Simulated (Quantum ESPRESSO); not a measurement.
Entries from a set of simulations; values are calculated unless marked as measured.

### Collinear magnetic orders of Mn2Ga2S5 with Quantum ESPRESSO

It takes space group P-3m1 (No. 164, trigonal). The conventional cell has a = 3.728 Å, b = 3.728 Å, c = 15.333 Å, α = 90.00°, β = 90.00°, γ = 120.00°. Mn has 6 S at 2.52 to 2.63 Å nearest. Nearest to Ga lie 4 S at 2.23 to 2.38 Å. S has 6 Mn at 2.63 Å nearest. Nearest to S lie 1 Ga at 2.23 Å and 3 Mn at 2.52 Å. Nearest to S lie 3 Ga at 2.38 Å. Farther neighbours and most contacts between anions are not listed.

- method: PBEsol with U = 4 eV on Mn d (ortho-atomic projectors); plane waves with GBRV 1.5 PBEsol potentials, no spin-orbit coupling, projections on orthogonalised atomic orbitals (and 2 further levels or steps)
- program: Quantum ESPRESSO 7.5
- settings of one run: GBRV 1.5 PBEsol, cutoff 544.23 eV, 6×6×2 k-mesh, 67 bands, fermi-dirac occupations, smearing width 0.05 eV, collinear spin, SCF threshold 1.80e-8, Hubbard form dudarev, Hubbard projectors ortho-atomic, starting moments 4.5 -4.5 0 0 0 0 0 0 0 μB
- cost: 4 runs, 4.5 min in all on 4 MPI ranks of Intel Xeon Platinum 8488C (Sapphire Rapids), shared host (the runs of this entry)
- lowest state found: antiferromagnetic (from antiferro +-)
- largest site moment: 4.37 μB
- next state with moments: ferromagnetic, 21.7 meV a seeded atom higher

The largest moment reads 4.37 μB in the sphere and 4.75 μB by Löwdin projection; a site moment hangs on how space is shared out. This is the lowest of 2 collinear or spinless starts, no proof of the ground state.

[Hosts, paths, dates, database ids (printed as entryN), source tags and the programs' standing remarks are cut or masked in the printed files.]

[Where a cell is said to come from a database of computed structures, the database is the Materials Project.]
